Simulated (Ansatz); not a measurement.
# GaAs wire along [110], 24 atoms a period, H-terminated: bands by functional and under strain, part 2 of 3

Aim: is the GaAs wire along [110], 24 atoms a period, H-terminated a metal or a semiconductor?

Ansatz 0.2.0; DFT PBE, plane waves, PAW; relaxation of a wire's period; PAW set soft_1 (the session's first sound run).

So far. Step 2 (Relaxing the period): The cell's length comes to 4.148 Å with spin left out.

### 3. The wire at its relaxed period

This step: DFT PBE, plane waves, PAW; bands of a perfect wire; PAW set soft_1 (Ansatz 0.2.0).

At the relaxed period the bands are computed along the axis; those that cross an energy going forward count the channels that a perfect wire would open there.

input.yaml reads:

```yaml
crystal:
  lattice:
    - [21.545, 0.0, 0.0]
    - [0.0, 19.545, 0.0]
    - [0.0, 0.0, 4.1477993434]
  atoms:
    - { symbol: H, position: [0.150304466, 0.397845844, 0.0] }
    - { symbol: Ga, position: [0.199661066, 0.4565442, 0.0] }
    - { symbol: As, position: [0.398978457, 0.341073954, 0.0] }
    - { symbol: H, position: [0.429624302, 0.165988665, 0.0] }
    - { symbol: Ga, position: [0.463014385, 0.237082943, 0.0] }
    - { symbol: Ga, position: [0.465969617, 0.442509596, 0.0] }
    - { symbol: As, position: [0.662702761, 0.350164827, 0.0] }
    - { symbol: H, position: [0.707275022, 0.289406041, 0.0] }
    - { symbol: Ga, position: [0.726085435, 0.455439392, 0.0] }
    - { symbol: H, position: [0.231970807, 0.652081549, 0.229137882] }
    - { symbol: H, position: [0.779560878, 0.653494922, 0.321193679] }
    - { symbol: As, position: [0.279334858, 0.651013565, 0.5] }
    - { symbol: As, position: [0.265410995, 0.440857894, 0.5] }
    - { symbol: H, position: [0.295726244, 0.268356155, 0.5] }
    - { symbol: H, position: [0.289584763, 0.828234445, 0.5] }
    - { symbol: Ga, position: [0.331786478, 0.338091167, 0.5] }
    - { symbol: Ga, position: [0.336474559, 0.536423923, 0.5] }
    - { symbol: Ga, position: [0.333554105, 0.764711181, 0.5] }
    - { symbol: As, position: [0.529375072, 0.244080087, 0.5] }
    - { symbol: As, position: [0.534105443, 0.656522884, 0.5] }
    - { symbol: As, position: [0.532582307, 0.448703707, 0.5] }
    - { symbol: H, position: [0.558015149, 0.82880824, 0.5] }
    - { symbol: H, position: [0.57446528, 0.183806597, 0.5] }
    - { symbol: Ga, position: [0.596359225, 0.345049744, 0.5] }
    - { symbol: Ga, position: [0.599695265, 0.552304839, 0.5] }
    - { symbol: Ga, position: [0.599604911, 0.762788768, 0.5] }
    - { symbol: As, position: [0.791985145, 0.452396451, 0.5] }
    - { symbol: H, position: [0.838729976, 0.394125342, 0.5] }
    - { symbol: H, position: [0.837066196, 0.511989641, 0.5] }
    - { symbol: H, position: [0.779560878, 0.653494922, 0.678806321] }
    - { symbol: H, position: [0.231970807, 0.652081549, 0.770862118] }
    - { symbol: H, position: [0.18059731, 0.534461826, 0.0] }
    - { symbol: As, position: [0.401603267, 0.548063642, 0.0] }
    - { symbol: As, position: [0.397471799, 0.751323688, 0.0] }
    - { symbol: H, position: [0.438998689, 0.814352705, 0.0] }
    - { symbol: Ga, position: [0.469383003, 0.650448801, 0.0] }
    - { symbol: As, position: [0.665476648, 0.559607188, 0.0] }
    - { symbol: As, position: [0.663835578, 0.750895737, 0.0] }
    - { symbol: H, position: [0.701080671, 0.817394196, 0.0] }
    - { symbol: Ga, position: [0.743515511, 0.657892373, 0.0] }
kpoints:
  mp_grid: { grid: [1, 1, 20] }
  band_path: { path: ["Γ", Z], npoints: 90 }
scf:
  occupations: { method: fermi_dirac, width: 0.05 }
hamiltonian:
  xc: pbe
  pseudopotentials: { kind: paw, azcp: { folder: soft_1 } }
output:
  dos: { e_range: [-5, 4] }
  write_potential: true
  write_density: true
  volumetric_format: npy
```

On the command line:

```bash
$ ansatz run input.yaml --threads 8 --pin off --max-ram 16384MiB --backend cpu --events-out ev --progress --plain --runs-dir out
```

Numbers of over 12 decimals in the logs are rounded to 6 here.

Output:

```text
[...]
Crystal: 40 atoms, lattice volume = 1746.626 Å³
Basis set: ecut = 420 eV, 34065 PW (Γ)
Bands: 216, of which v1, the nominal top of the filled ones, is band 176 counted from 1 (175 counted from 0)
Symmetry: 2 space group operations
[...]
k-points: 11 of 20
[...]
SCF iter   1: F=—  HF=-103931.751125 eV  |F-HF|=—  |Δ(HF+E_count)|=         —  Δρ=3.37e-2  dr2=1.98e1  ethr=3.10e-3  ⟨swp⟩=6.0  Hψ=9549  notcnv=0  defer=151
[...]
SCF iter  12: F=-103926.096273 eV  HF=-103926.096273 eV  |F-HF|=3.94e-8  |Δ(HF+E_count)|=   1.64e-7  Δρ=1.42e-6  dr2=9.90e-8  ethr=2.84e-11  ⟨swp⟩=11.8  Hψ=11775  notcnv=0
SCF 1 converged in 12 iterations: F = -103926.096273 eV  dr2 = 9.90e-8
[...]
NSCF: frozen V_eff on 91 k-points
WARN: The output density's exchange-correlation potential varies sharply where the density is thin. Do not read a vacuum level from v_tot or v_xc, or from such a field of the output density. On a cell that repeats whose density bears no net charge and no dipole along the vacuum's axis use v_es (v_loc + v_h of the components); under efield.dipole_correction with no amplitude use v_es + v_field, which holds any externa [...]
SCF converged after 12 iterations
Free energy (F): -103926.096273 eV
[...]
Internal energy: -103926.096196 eV  (E = F + TS)
E sigma→0 (E₀):  -103926.096235 eV
Entropy (-TS):   -0.000078 eV (-0.002 meV/atom)
Fermi energy:    -0.101519 eV
[...]
--- Band table (eV; the first three rows and the last of 11) ---
  k-point 0: bands = [... 172 lower, -1.3147, -1.1953, -0.7574, -0.4616, 0.2546, 0.4918, 0.6722, 0.8954, ... 36 higher]
  k-point 1: bands = [... 172 lower, -1.3926, -1.1674, -0.8457, -0.5731, 0.3964, 0.6379, 0.8228, 1.0407, ... 36 higher]
  k-point 2: bands = [... 172 lower, -1.4413, -1.2344, -1.0090, -0.7959, 0.7349, 0.9959, 1.1665, 1.3659, ... 36 higher]
  k-point 10: bands = [... 172 lower, -2.0911, -2.0750, -1.9901, -1.8031, 1.1003, 1.1949, 1.3854, 1.4945, ... 36 higher]
```

Run time: 14 min. Hardware: 8 threads of Arm Neoverse V1, shared host; peak memory 14 GiB; 1.8 h of CPU time.

Numbers from this step:

| Quantity | Value |
| --- | --- |
| band gap | 0.7162 eV |

The electronic bands at the labelled points (eV, zero at the Fermi level; v1 is the highest filled band, c1 the lowest empty one):

```csv
point,v4,v3,v2,v1,c1,c2,c3,c4
Γ,-1.21,-1.09,-0.66,-0.36,0.36,0.59,0.77,1.00
halfway,-1.59,-1.51,-1.36,-1.26,1.52,1.55,1.77,1.89
Z,-1.99,-1.97,-1.89,-1.70,1.20,1.30,1.49,1.60
```

The gap is 0.716 eV, with spin left out.

On this path the gap is direct, 0.72 eV, with the valence top at Γ and the conduction bottom at Γ.

### 4. Another level of theory, cutoff 500 eV, k-mesh 1×1×15

This step: DFT r2SCAN, plane waves, PAW; bands of a perfect wire at the PBE geometry; PAW set soft_1 (Ansatz 0.2.0).

The atoms stay at the PBE geometry and the functional changes. r2SCAN also reads the kinetic-energy density; it often gives larger moments and wider gaps than PBE, at a higher cost. Against the first PBE run of this kind, the cutoff is 500 eV against 420 and the mesh along the wire has 15 points against 20.

input.yaml: that of step 3 with these lines changed.

```diff
@@ -47,3 +47,3 @@
 kpoints:
-  mp_grid: { grid: [1, 1, 20] }
+  mp_grid: { grid: [1, 1, 15] }
   band_path: { path: ["Γ", Z], npoints: 90 }
@@ -52,8 +52,3 @@
 hamiltonian:
-  xc: pbe
+  xc: r2scan
   pseudopotentials: { kind: paw, azcp: { folder: soft_1 } }
-output:
-  dos: { e_range: [-5, 4] }
-  write_potential: true
-  write_density: true
-  volumetric_format: npy
```

Output:

```text
[...]
Crystal: 40 atoms, lattice volume = 1746.626 Å³
Basis set: ecut = 500 eV, 44411 PW (Γ), exchange–correlation on 640×576×128 points (64 copies of the dense FFT grid, shifted against one another)
Bands: 216, of which v1, the nominal top of the filled ones, is band 176 counted from 1 (175 counted from 0)
Symmetry: 2 space group operations
[...]
k-points: 8 of 15
[...]
SCF iter   1: F=—  HF=-104120.616406 eV  |F-HF|=—  |Δ(HF+E_count)|=         —  Δρ=3.38e-2  dr2=1.89e1  dr2_τ=1.60e-1  ethr=3.10e-3  ⟨swp⟩=6.0  Hψ=6693  notcnv=0  defer=90
[...]
SCF iter  12: F=-104117.292886 eV  HF=-104117.292886 eV  |F-HF|=1.16e-8  |Δ(HF+E_count)|=   1.20e-7  Δρ=8.36e-7  dr2=4.47e-8  dr2_τ=2.85e-10  ethr=2.84e-11  ⟨swp⟩=13.5  Hψ=7908  notcnv=0
SCF 1 converged in 12 iterations: F = -104117.292886 eV  dr2 = 4.47e-8
[...]
SCF converged after 12 iterations
Free energy (F): -104117.292886 eV
[...]
Internal energy: -104117.292879 eV  (E = F + TS)
E sigma→0 (E₀):  -104117.292882 eV
Entropy (-TS):   -0.000007 eV (-0.000 meV/atom)
Fermi energy:    -0.158252 eV
[...]
--- Band table (eV; the first three rows and the last of 8) ---
  k-point 0: bands = [... 172 lower, -1.5380, -1.3821, -0.9475, -0.6566, 0.3384, 0.5765, 0.7884, 1.0277, ... 36 higher]
  k-point 1: bands = [... 172 lower, -1.6294, -1.3677, -1.0893, -0.8368, 0.5833, 0.8252, 1.0463, 1.2718, ... 36 higher]
  k-point 2: bands = [... 172 lower, -1.6916, -1.5483, -1.2952, -1.1464, 1.1067, 1.3835, 1.5563, 1.7396, ... 36 higher]
  k-point 7: bands = [... 172 lower, -2.3633, -2.2728, -2.1993, -2.0404, 1.2033, 1.3349, 1.4892, 1.5446, ... 36 higher]
```

The job ended after 19 min (8 threads; peak memory 14 GiB; 2.5 h of CPU time).

This step gave:

```
band gap : 0.9950 eV
```

Electronic bands along the path, in eV, zero at the Fermi level; v1 is the highest filled band, c1 the lowest empty one:

```csv
point,v4,v3,v2,v1,c1,c2,c3,c4
Γ,-1.38,-1.22,-0.79,-0.50,0.50,0.73,0.95,1.19
halfway,-1.76,-1.68,-1.52,-1.42,1.69,1.78,1.90,2.08
Z,-2.19,-2.16,-2.07,-1.88,1.36,1.48,1.63,1.73
```

The gap is 0.995 eV, against 0.716 eV under PBE at the relaxed period.

### 5. Levels at the same atoms, level HSE06, cutoff 420 eV

This step: DFT HSE06, plane waves, PAW; levels of a perfect wire at the PBE geometry; PAW set soft_1 (Ansatz 0.2.0).

The atoms stay at the PBE geometry and the functional changes. HSE06 mixes in a quarter of short-range exact exchange, which removes part of the self-interaction that closes gaps; it is dear, so the mesh is thinner and no path is run. Against the first PBE run of this kind, the mesh along the wire has 8 points against 20.

input.yaml: that of step 4 with these lines changed.

```diff
@@ -47,4 +47,3 @@
 kpoints:
-  mp_grid: { grid: [1, 1, 15] }
-  band_path: { path: ["Γ", Z], npoints: 90 }
+  mp_grid: { grid: [1, 1, 8] }
 scf:
@@ -52,3 +51,3 @@
 hamiltonian:
-  xc: r2scan
+  xc: hse06
   pseudopotentials: { kind: paw, azcp: { folder: soft_1 } }
```

Output:

```text
[...]
Crystal: 40 atoms, lattice volume = 1746.626 Å³
Basis set: ecut = 420 eV, 34065 PW (Γ)
Bands: 216, of which v1, the nominal top of the filled ones, is band 176 counted from 1 (175 counted from 0)
Symmetry: 2 space group operations
[...]
k-points: 5 of 8
[...]
SCF iter  10: F=-103926.107848 eV  HF=-103926.107878 eV  |F-HF|=2.92e-5  |Δ(HF+E_count)|=   6.69e-6  Δρ=3.46e-5  dr2=4.04e-5  ethr=3.34e-8  ⟨swp⟩=3.4  Hψ=2187  notcnv=0
[...]
Fermi energy:    -0.241183 eV
[...]
--- Band table (eV; the first three rows and the last of 5) ---
  k-point 0: bands = [... 172 lower, -1.7667, -1.6078, -1.1670, -0.9943, 0.5108]
  k-point 1: bands = [... 172 lower, -1.9471, -1.7828, -1.5141, -1.4032, 1.2440]
  k-point 2: bands = [... 172 lower, -2.2111, -2.1107, -1.9279, -1.8412, 1.7530]
  k-point 4: bands = [... 172 lower, -2.6377, -2.5907, -2.5067, -2.3256, 1.3919]
  guard bands above this table: 39 of the run's 216 bands. The solve was not asked for them (output.publish_guard_bands: true or output.eigenvalues: true publishes all)
[key lines of the parts left out:]
Free energy (F): -103947.165393 eV
```

The job ended after 19 min (8 threads; peak memory 11 GiB).

Numbers from this step:

| Property | Result |
| --- | --- |
| band gap | 1.505 eV |

The gap is 1.51 eV, against 0.716 eV under PBE at the relaxed period.

(Part 2 of 3 ends here.)

[Logs are printed without paths, hosts, clocks, repeated set-up lines and the standing remarks that a program may print on its own settings, such as how far it seeks lower states.]

[Hosts, paths, dates, database ids (printed as entryN), source tags and the programs' standing remarks are cut or masked in the printed files.]
